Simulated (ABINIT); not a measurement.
**Quasiparticle gap of Cl (Cmce) in ABINIT**

Aim: the G0W0 gap of Cl (Cmce) on PBE, step by step.

Method: PBE and many-body steps on it, plane waves, in ABINIT 10.8.3.

### Step 1. Set-up

Symmetry: Cmce, No. 64, orthorhombic system. The conventional cell has a = 6.290 Å, b = 4.500 Å, c = 8.210 Å, α = 90.00°, β = 90.00°, γ = 90.00°. Cl has 1 Cl at 2.02 Å nearest.

The cell and positions come from the Crystallography Open Database and are kept as given unless a step says otherwise.

### Step 2. Ground state

This step: ABINIT 10.8.3; DFT, PBE, plane waves, norm-conserving pseudopotentials.

The ground-state density comes first.

run.abi

```
acell 3*1.0 Angstrom
rprim 
  3.145000000000 -2.250000000000 0.000000000000
  3.145000000000 2.250000000000 0.000000000000
  0.000000000000 0.000000000000 8.210000000000
ntypat 1
znucl 17
natom 4
typat 1 1 1 1
xred 
  0.870000000000 0.130000000000 0.100000000000
  0.630000000000 0.370000000000 0.600000000000
  0.130000000000 0.870000000000 0.900000000000
  0.370000000000 0.630000000000 0.400000000000
pp_dirpath "pseudos"
pseudos "Cl.upf"
ecut 25
ngkpt 6 6 4
nshiftk 1
shiftk 0 0 0
kptopt 1
chksymbreak 0
nband 20
occopt 1
tolvrs 1e-10
nstep 60
prtwf 0
optforces 0
optstress 0
indata_prefix "in"
outdata_prefix "out"
tmpdata_prefix "tmp"
```

On the command line:

```sh
$ OMP_NUM_THREADS=1 mpirun -n 4 abinit run.abi > log
```

Numbers of over 12 decimals in the logs are rounded to 6 here.

Log:

```text
.Version 10.8.3 of ABINIT. v10.8.2 released Aug 2026.

 Symmetries : space group Cm c a (# 64); Bravais oC (1-face-center ortho.)
================================================================================
 Values of the parameters that define the memory need of the present run
     intxc =       0    ionmov =       0      iscf =       7    lmnmax =       6
     lnmax =       6     mgfft =      72  mpssoang =       3    mqgrid =    3493
     natom =       4  nloc_mem =       1    nspden =       1   nspinor =       1
    nsppol =       1      nsym =       8    n1xccc =    2501    ntypat =       1
    occopt =       1   xclevel =       2
-    mband =          20        mffmem =           1         mkmem =          10
       mpw =        4710          nfft =       93312          nkpt =          39
================================================================================
  Rough estimation (10% accuracy) of disk space for files :
================================================================================

--------------------------------------------------------------------------------
------------- Echo of variables that govern the present computation ------------
--------------------------------------------------------------------------------
 -outvars: echo values of preprocessed input variables --------
            acell      1.8897261259E+00  1.8897261259E+00  1.8897261259E+00 Bohr

      chksymbreak           0
             ecut      2.50000000E+01 Hartree
-          fftalg         312

              ixc     -101130
              kpt      0.00000000E+00  0.00000000E+00  0.00000000E+00
                       1.66666667E-01  0.00000000E+00  0.00000000E+00
                       3.33333333E-01  0.00000000E+00  0.00000000E+00
                       5.00000000E-01  0.00000000E+00  0.00000000E+00
                       1.66666667E-01  1.66666667E-01  0.00000000E+00
                       3.33333333E-01  1.66666667E-01  0.00000000E+00
                       5.00000000E-01  1.66666667E-01  0.00000000E+00
                      -3.33333333E-01  1.66666667E-01  0.00000000E+00
                      -1.66666667E-01  1.66666667E-01  0.00000000E+00
   [... 28 further rows ...]
                      -3.33333333E-01  3.33333333E-01  5.00000000E-01
                       5.00000000E-01  5.00000000E-01  5.00000000E-01
         kptrlatt        6    0    0      0    6    0      0    0    4
          kptrlen      4.38451851E+01
P           mkmem          10
            natom           4
            nband          20
            ngfft          36      36      72
             nkpt          39
            nstep          60
             nsym           8
           ntypat           1
              occ      2.000000  2.000000  2.000000  2.000000  2.000000  2.000000
                       2.000000  2.000000  2.000000  2.000000  2.000000  2.000000
                       2.000000  2.000000  0.000000  0.000000  0.000000  0.000000
                       0.000000  0.000000
        optforces           0
        optstress           0
            prtwf           0
            rprim      3.1450000000E+00 -2.2500000000E+00  0.0000000000E+00
[...]
spgroup          64

           tolvrs      1.00000000E-10

             xred      8.7000000000E-01  1.3000000000E-01  1.0000000000E-01
[...]
znucl       17.00000

================================================================================

 chkinp: Checking input parameters for consistency.

================================================================================
== DATASET  1 ==================================================================
-   mpi_nproc: 4, omp_nthreads: 1 (-1 if OMP is not activated)

--- !DatasetInfo
iteration_state: {dtset: 1, }
dimensions: {natom: 4, nkpt: 39, mband: 20, nsppol: 1, nspinor: 1, nspden: 1, mpw: 4710, }
cutoff_energies: {ecut:  25.0, pawecutdg:  -1.0, }
electrons: {nelect:   2.80000000E+01, charge:   0.00000000E+00, occopt:   1.00000000E+00, tsmear:   1.00000000E-02, }

 Real(R)+Recip(G) space primitive vectors, cartesian coordinates (Bohr,Bohr^-1):
 R(1)=  5.9431887 -4.2518838  0.0000000  G(1)=  0.0841299 -0.1175949  0.0000000
 R(2)=  5.9431887  4.2518838  0.0000000  G(2)=  0.0841299  0.1175949  0.0000000
 R(3)=  0.0000000  0.0000000 15.5146515  G(3)=  0.0000000  0.0000000  0.0644552
 Unit cell volume ucvol=  7.8410265E+02 bohr^3
 Angles (23,13,12)=  9.00000000E+01  9.00000000E+01  7.11614758E+01 degrees

 getcut: wavevector=  0.0000  0.0000  0.0000  ngfft=  36  36  72
         ecut(hartree)=     25.000   => boxcut(ratio)=   2.06184

--- Pseudopotential description ------------------------------------------------
- Cl Generated using ONCVPSP code by D. R. Hamann
- 17.00000   7.00000  171031                  znucl, zion, pspdat
12 -101130 2 -1 1028                          pspcod,pspxc,lmax,lloc,mmax
     nproj     2     2     2
  pspatm : epsatm=    9.12776517
         --- l  ekb(1:nproj) -->
[...]
pspatm: atomic psp has been read  and splines computed

   1.02230970E+03                                ecore*ucvol(ha*bohr**3)
--------------------------------------------------------------------------------

_setup2: Arith. and geom. avg. npw (full set) are    4682.410    4682.398

================================================================================

--- !BeginCycle
iteration_state: {dtset: 1, }
solver: {iscf: 7, nstep: 60, nline: 4, wfoptalg: 0, }
tolerances: {tolvrs: 1.00E-10, }

     iter   Etot(hartree)      deltaE(h)  residm     vres2
 ETOT  1  -65.563016520983    -6.556E+01 3.387E-02 2.238E+01
 ETOT  2  -65.589223611204    -2.621E-02 7.050E-03 1.956E+00
 ETOT  3  -65.589587263899    -3.637E-04 4.864E-03 1.545E-01
 ETOT  4  -65.589621889147    -3.463E-05 2.148E-03 4.225E-02
 ETOT  5  -65.589627101151    -5.212E-06 9.614E-04 1.292E-03
 ETOT  6  -65.589627199638    -9.849E-08 2.168E-03 7.950E-05
 ETOT  7  -65.589627205584    -5.946E-09 6.894E-04 1.991E-06
 ETOT  8  -65.589627205738    -1.539E-10 6.133E-04 2.591E-07
 ETOT  9  -65.589627205778    -4.023E-11 3.831E-04 4.428E-09
 ETOT 10  -65.589627205780    -2.018E-12 2.141E-04 2.506E-10
 ETOT 11  -65.589627205780     3.979E-13 1.255E-04 5.578E-12

 At SCF step   11       vres2   =  5.58E-12 < tolvrs=  1.00E-10 =>converged.

--- !ResultsGS
iteration_state: {dtset: 1, }
comment   : Summary of ground state results
lattice_vectors:
- [  5.9431887,  -4.2518838,   0.0000000, ]
- [  5.9431887,   4.2518838,   0.0000000, ]
- [  0.0000000,   0.0000000,  15.5146515, ]
lattice_lengths: [   7.30753,    7.30753,   15.51465, ]
lattice_angles: [ 90.000,  90.000,  71.161, ] # degrees, (23, 13, 12)
lattice_volume:   7.8410265E+02
convergence: {deltae:  3.979E-13, res2:  5.578E-12, residm:  1.255E-04, diffor:  0.000E+00, }
etotal    :  -6.55896272E+01
entropy   :   0.00000000E+00
fermie    :  -3.02756789E-02
cartesian_stress_tensor: null
pressure_GPa: null
xred      :
- [  8.7000E-01,   1.3000E-01,   1.0000E-01, Cl]
- [  6.3000E-01,   3.7000E-01,   6.0000E-01, Cl]
- [  1.3000E-01,   8.7000E-01,   9.0000E-01, Cl]
- [  3.7000E-01,   6.3000E-01,   4.0000E-01, Cl]
cartesian_forces: null
force_length_stats: {min: null, max: null, mean: null, }

 Integrated electronic density in atomic spheres:
 ------------------------------------------------
 Atom  Sphere_radius  Integrated_density
[...]
4        2.00000          4.99274342
================================================================================

 ----iterations are completed or convergence reached----

 Mean square residual over all n,k,spin=   23.421E-08; max=  12.545E-05
 reduced coordinates (array xred) for    4 atoms
       0.870000000000      0.130000000000      0.100000000000
       0.630000000000      0.370000000000      0.600000000000
       0.130000000000      0.870000000000      0.900000000000
       0.370000000000      0.630000000000      0.400000000000
 rms dE/dt=  0.0000E+00; max dE/dt=  0.0000E+00; dE/dt below (all hartree)
    1       0.000000000000      0.000000000000      0.000000000000
    2       0.000000000000      0.000000000000      0.000000000000
    3       0.000000000000      0.000000000000      0.000000000000
    4       0.000000000000      0.000000000000      0.000000000000

 cartesian coordinates (angstrom) at end:
    1      3.145000    -1.665000     0.821000
    2      3.145000    -0.585000     4.926000
    3      3.145000     1.665000     7.389000
    4      3.145000     0.585000     3.284000
 length scales=  1.889726125908  1.889726125908  1.889726125908 bohr
              =  1.000000000000  1.000000000000  1.000000000000 angstroms
 prteigrs : about to open file out_EIG
 Fermi (or HOMO) energy (hartree) =  -0.03028   Average Vxc (hartree)=  -0.28844
 Eigenvalues (hartree) for nkpt=  39  k points:
 kpt#   1, nband= 20, wtk=  0.00694, kpt=  0.0000  0.0000  0.0000 (reduced coord)
  -0.64091   -0.63353   -0.49406   -0.47435   -0.22600   -0.19657   -0.12661   -0.12203
  -0.10941   -0.10909   -0.05601   -0.04507   -0.03565   -0.03234    0.06046    0.08112
   0.22390    0.24601    0.29106    0.33966
 prteigrs : prtvol=0 or 1, do not print more k-points.

--- !EnergyTerms
iteration_state     : {dtset: 1, }
comment             : Components of total free energy in Hartree
kinetic             :  2.21312281786965E+01
hartree             :  1.26113106288626E+01
xc                  : -1.77898133417970E+01
Ewald energy        : -4.52935173226236E+01
psp_core            :  1.30379574154858E+00
local_psp           : -4.74110710612943E+01
non_local_psp       :  8.85843997082735E+00
total_energy        : -6.55896272057799E+01
total_energy_eV     : -1.78478467962638E+03
band_energy         : -6.75520836384862E+00

== END DATASET(S) ==============================================================
================================================================================

 -outvars: echo values of variables after computation  --------
           etotal     -6.5589627206E+01
            nband          20
             nkpt          39
          spgroup          64
 [... the other variables as echoed above ...]

 Calculation completed.
```

Wall time 54 s (4 MPI ranks of Intel Xeon Platinum 8259CL at 2.50GHz (Skylake/Cascade Lake), shared host); peak memory 0.39 GiB.

This step gave:

| Item | Value |
| --- | --- |
| total energy | -1784.7847 eV |
| gap | 2.469 eV |
| k of the valence top | 0.5, 0.5, 0 |
| k of the conduction bottom | 0, 0, 0 |
| least direct gap | 2.525 eV |

The gap is indirect, with the least direct gap 0.06 eV higher.

(Part 1 of 3 ends here.)

[Paths, hosts, dates, memory and timing lines, banners, echoed tables and standing remarks are left out of the program output.]

[Logs are printed without paths, hosts, clocks, repeated set-up lines and the standing remarks that a program may print on its own settings, such as how far it seeks lower states.]

[Runs of the session that timed out or met a known fault of the program may be left out.]

[Hosts, paths, dates, database ids (printed as entryN), source tags and the programs' standing remarks are cut or masked in the printed files.]

[G0W0 gaps are taken among the corrected bands and points alone; a level outside them can change the order at an edge.]

[Where Ansatz stands beside ABINIT at settings called matched, ABINIT's density can come from a denser mesh and the files from another edition; pairs whose starting gaps differed by over 0.03 eV were left out, so agreement reads better than it is.]
